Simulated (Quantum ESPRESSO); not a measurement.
**NiI2: parallel and opposed starts**

Aim: find out which collinear order of NiI2 costs least.

Calculated with Quantum ESPRESSO 7.5; PBEsol with U = 6 eV on Ni d (ortho-atomic projectors); plane waves with GBRV 1.5 PBEsol potentials, no spin-orbit coupling.

The database entry behind the starting cell differs from later determinations by our own check (c about 0.7 % short), so it need not match the best structure at ambient conditions.

## 1. The starting structure

Symmetry: R-3m, No. 166, trigonal system. Conventional cell: a = 3.903 Å, b = 3.903 Å, c = 19.670 Å, α = 90.00°, β = 90.00°, γ = 120.00°. Ni has 6 I at 2.79 Å nearest. Nearest to I lie 3 Ni at 2.79 Å. Farther neighbours and most contacts between anions are not listed.

The cell comes from the Crystallography Open Database.

## 2. Run 1 (ferro +)

The signs are those of the starting moments on the seeded atoms, the atoms that are given a moment.

pw.in

```
&CONTROL
  calculation = 'scf'
  prefix = 'pwscf'
  outdir = './tmp'
  pseudo_dir = './pseudo'
  disk_io = 'nowf'
/
&SYSTEM
  ibrav = 0
  nat = 3
  ntyp = 2
  ecutwfc = 40
  ecutrho = 280
  nbnd = 25
  occupations = 'smearing'
  smearing = 'fd'
  degauss = 0.00367493
  nspin = 2
  starting_magnetization(1) = 0.1111
  starting_magnetization(2) = 0
/
&ELECTRONS
  conv_thr = 6d-09
  electron_maxstep = 150
  mixing_beta = 0.3
/
ATOMIC_SPECIES
Ni     58.6934 ni_pbesol_v1.4.uspp.F.UPF
I     126.9045 i_pbesol_v1.uspp.F.UPF
CELL_PARAMETERS angstrom
   1.9515000000    1.1266990503    6.5566666667
  -1.9515000000    1.1266990503    6.5566666667
   0.0000000000   -2.2533981006    6.5566666667
ATOMIC_POSITIONS crystal
Ni      0.0000000000    0.0000000000    0.0000000000
I       0.2500000000    0.2500000000    0.2500000000
I       0.7500000000    0.7500000000    0.7500000000
K_POINTS automatic
6 6 6 0 0 0
HUBBARD {ortho-atomic}
U Ni-3d 6.0000
```

On the command line:

```bash
$ OMP_NUM_THREADS=1 mpirun -n 4 pw.x -nk 4 -in pw.in > pw.out
```

Log:

```text
Program PWSCF v.7.5 starts

     Message from routine setup:
     using ibrav=0 with symmetry is DISCOURAGED, use correct ibrav instead

     K-points division:     npool     =       4
     Subspace diagonalization in iterative solution of the eigenvalue problem:

     G-vector sticks info
     --------------------
     sticks:   dense  smooth     PW     G-vecs:    dense   smooth      PW
     Sum        2061    1177    377                46223    19963    3623

     Using Slab Decomposition

     bravais-lattice index     =            0
     lattice parameter (alat)  =      13.1016  a.u.
     unit-cell volume          =     583.7239 (a.u.)^3
     number of atoms/cell      =            3
     number of atomic types    =            2
     number of electrons       =        32.00
     number of Kohn-Sham states=           25
     kinetic-energy cutoff     =      40.0000  Ry
     charge density cutoff     =     280.0000  Ry
     scf convergence threshold =      6.0E-09
     mixing beta               =       0.3000
     number of iterations used =            8  plain     mixing
     Exchange-correlation= SLA  PW   PSX  PSC
                           (   1   4  10   8   0   0   0)
     Hubbard projectors: ortho-atomic
     Hubbard parameters of DFT+U (Dudarev formulation) in eV:
     U(Ni-3d) =  6.0000

     Internal variables: lda_plus_u =T, lda_plus_u_kind = 0

     Internal variables: orbital_resolved =F, hub_pot_fix =F, apply_U = F

     celldm(1)=  13.101634  celldm(2)=   0.000000  celldm(3)=   0.000000
     celldm(4)=   0.000000  celldm(5)=   0.000000  celldm(6)=   0.000000

     crystal axes: (cart. coord. in units of alat)
               a(1) = (   0.281476   0.162510   0.945707 )
               a(2) = (  -0.281476   0.162510   0.945707 )
               a(3) = (   0.000000  -0.325021   0.945707 )

     reciprocal axes: (cart. coord. in units 2 pi/alat)
               b(1) = (  1.776348  1.025575  0.352470 )
               b(2) = ( -1.776348  1.025575  0.352470 )
               b(3) = (  0.000000 -2.051150  0.352470 )

     PseudoPot. # 1 for Ni read from file:
     ni_pbesol_v1.4.uspp.F.UPF
     Pseudo is Ultrasoft + core correction, Zval = 18.0
     Generated by new atomic code, or converted to UPF format
     Using radial grid of  865 points,  6 beta functions with:
                l(1) =   0
                l(2) =   0
                l(3) =   1
                l(4) =   1
                l(5) =   2
                l(6) =   2
     Q(r) pseudized with 10 coefficients,  rinner =    0.980   0.980   0.980
                                                       0.980   0.980

     PseudoPot. # 2 for I  read from file:
     i_pbesol_v1.uspp.F.UPF
     Pseudo is Ultrasoft + core correction, Zval =  7.0
     Generated by new atomic code, or converted to UPF format
     Using radial grid of  893 points,  6 beta functions with:
                l(1) =   0
                l(2) =   0
                l(3) =   1
                l(4) =   1
                l(5) =   2
                l(6) =   2
     Q(r) pseudized with  8 coefficients,  rinner =    1.500   1.500   1.500
                                                       1.500   1.500

     atomic species   valence    mass     pseudopotential
     Ni               18.00    58.69340     Ni( 1.00)
     I                 7.00   126.90450     I ( 1.00)

     Starting magnetic structure
     atomic species   magnetization
     Ni              0.111
     I               0.000

     12 Sym. Ops., with inversion, found

   Cartesian axes

     site n.     atom                  positions (alat units)
         1        Ni     tau(   1) = (   0.0000000   0.0000000   0.0000000  )
         2        I      tau(   2) = (   0.0000000   0.0000000   0.7092801  )
         3        I      tau(   3) = (   0.0000000   0.0000000   2.1278403  )

     number of k points=    32  Fermi-Dirac smearing, width (Ry)=  0.0037
                       cart. coord. in units 2pi/alat
        k(    1) = (   0.0000000   0.0000000   0.0000000), wk =   0.0046296
        k(    2) = (   0.0000000  -0.3418583   0.0587450), wk =   0.0277778
        k(    3) = (   0.0000000  -0.6837166   0.1174900), wk =   0.0277778
        k(    4) = (   0.0000000   1.0255750  -0.1762350), wk =   0.0138889
        k(    5) = (  -0.2960580  -0.1709292   0.1174900), wk =   0.0277778
        [... 27 further k-points ...]

     Dense  grid:    46223 G-vectors     FFT dimensions: (  72,  72,  72)

     Smooth grid:    19963 G-vectors     FFT dimensions: (  54,  54,  54)

     Check: negative core charge=   -0.000003
     Generating pointlists ...
     new r_m :   0.1658 (alat units)  2.1721 (a.u.) for type    1
     new r_m :   0.1658 (alat units)  2.1721 (a.u.) for type    2

     Initial potential from superposition of free atoms

     starting charge      29.9998, renormalised to      32.0000

     STARTING HUBBARD OCCUPATIONS:

     =================== HUBBARD OCCUPATIONS ===================
     ------------------------ ATOM    1 ------------------------
     Tr[ns(  1)] (up, down, total) =   5.00000  3.00000  8.00000
     Atomic magnetic moment for atom   1 =   2.00000
     [... lines left out ...]
     Number of occupied Hubbard levels =    8.0000

     Atomic wfc used for Hubbard projectors are orthogonalized

     Starting wfcs are   21 randomized atomic wfcs +    4 random wfcs

     Self-consistent Calculation

     iteration #  1     ecut=    40.00 Ry     beta= 0.30
     Davidson diagonalization with overlap
     ethr =  1.00E-02,  avg # of iterations =  6.2

     =================== HUBBARD OCCUPATIONS ===================
     ------------------------ ATOM    1 ------------------------
     Tr[ns(  1)] (up, down, total) =   3.30614  0.45091  3.75705
     Atomic magnetic moment for atom   1 =   2.85523
     [... lines left out ...]
     Number of occupied Hubbard levels =    3.7570

     total energy              =    -464.19469981 Ry
     estimated scf accuracy    <      25.95379700 Ry

     total magnetization       =     3.20 Bohr mag/cell
     absolute magnetization    =     3.30 Bohr mag/cell

     iteration #  2     ecut=    40.00 Ry     beta= 0.30
     Davidson diagonalization with overlap
     ethr =  1.00E-02,  avg # of iterations =  3.0

     total energy              =    -471.97371288 Ry
     estimated scf accuracy    <      19.39364600 Ry

     total magnetization       =     0.15 Bohr mag/cell
     absolute magnetization    =     0.22 Bohr mag/cell

     iteration #  3     ecut=    40.00 Ry     beta= 0.30
     Davidson diagonalization with overlap
     ethr =  1.00E-02,  avg # of iterations =  2.0

     total energy              =    -472.47409602 Ry
     estimated scf accuracy    <       3.93364729 Ry

     total magnetization       =     0.39 Bohr mag/cell
     absolute magnetization    =     0.40 Bohr mag/cell

     [... further iterations left out ...]

     iteration # 14     ecut=    40.00 Ry     beta= 0.30
     Davidson diagonalization with overlap
     ethr =  9.51E-09,  avg # of iterations =  1.9

     total energy              =    -473.22917984 Ry
     estimated scf accuracy    <       0.00000498 Ry

     total magnetization       =     2.00 Bohr mag/cell
     absolute magnetization    =     2.05 Bohr mag/cell

     iteration # 15     ecut=    40.00 Ry     beta= 0.30
     Davidson diagonalization with overlap
     ethr =  9.51E-09,  avg # of iterations =  1.9

     total energy              =    -473.22918132 Ry
     estimated scf accuracy    <       0.00000058 Ry

     total magnetization       =     2.00 Bohr mag/cell
     absolute magnetization    =     2.05 Bohr mag/cell

     iteration # 16     ecut=    40.00 Ry     beta= 0.30
     Davidson diagonalization with overlap
     ethr =  1.80E-09,  avg # of iterations =  2.1

     total energy              =    -473.22918193 Ry
     estimated scf accuracy    <       0.00000005 Ry

     total magnetization       =     2.00 Bohr mag/cell
     absolute magnetization    =     2.05 Bohr mag/cell

     iteration # 17     ecut=    40.00 Ry     beta= 0.30
     Davidson diagonalization with overlap
     ethr =  1.69E-10,  avg # of iterations =  3.0

     Magnetic moment per site  (integrated on atomic sphere of radius R)
     atom   1 (R=0.166)  charge= 16.8338  magn=  1.5392
     atom   2 (R=0.166)  charge=  4.2771  magn=  0.1499
     atom   3 (R=0.166)  charge=  4.2771  magn=  0.1499

     End of self-consistent calculation

     =================== HUBBARD OCCUPATIONS ===================
     ------------------------ ATOM    1 ------------------------
     Tr[ns(  1)] (up, down, total) =   4.97087  3.44088  8.41175
     Atomic magnetic moment for atom   1 =   1.53000
     [... lines left out ...]
     Number of occupied Hubbard levels =    8.4117

     [... lines left out ...]
     the Fermi energy is     6.5455 ev

!    total energy              =    -473.22918235 Ry
     estimated scf accuracy    <          4.0E-09 Ry
     smearing contrib. (-TS)   =      -0.00000016 Ry
     internal energy E=F+TS    =    -473.22918219 Ry

     The total energy is F=E-TS. E is the sum of the following terms:
     one-electron contribution =    -377.72122290 Ry
     hartree contribution      =     199.94706410 Ry
     xc contribution           =    -130.92478416 Ry
     ewald contribution        =    -164.62508133 Ry
     Hubbard energy            =       0.09484211 Ry

     total magnetization       =     2.00 Bohr mag/cell
     absolute magnetization    =     2.05 Bohr mag/cell

     convergence has been achieved in  17 iterations

=------------------------------------------------------------------------------=
   JOB DONE.
=------------------------------------------------------------------------------=
```

It took 72 s on 4 MPI ranks of Arm Neoverse V2, shared host; peak memory 0.65 GiB.

Spin moment in the atom's sphere by atom:

```csv
atom,spin moment in the atom's sphere (μB)
Ni1,1.54
I2,0.15
I3,0.15
```

Read from the output:

```
smearing term TS       : 2.15e-6 eV
magnetization          : 2 μB
absolute magnetization : 2.054 μB
final state            : ferromagnetic
```

(Continued in part 2 of 2.)

[Logs and program files are shortened in this print: banners, set-up blocks, solver, clock and traceback lines can be left out without a mark of their own.]

[Logs are printed without paths, hosts, clocks, repeated set-up lines and the standing remarks that a program may print on its own settings, such as how far it seeks lower states.]

[Hosts, paths, dates, database ids (printed as entryN), source tags and the programs' standing remarks are cut or masked in the printed files.]

[Where a cell is said to come from a database of computed structures, the database is the Materials Project.]
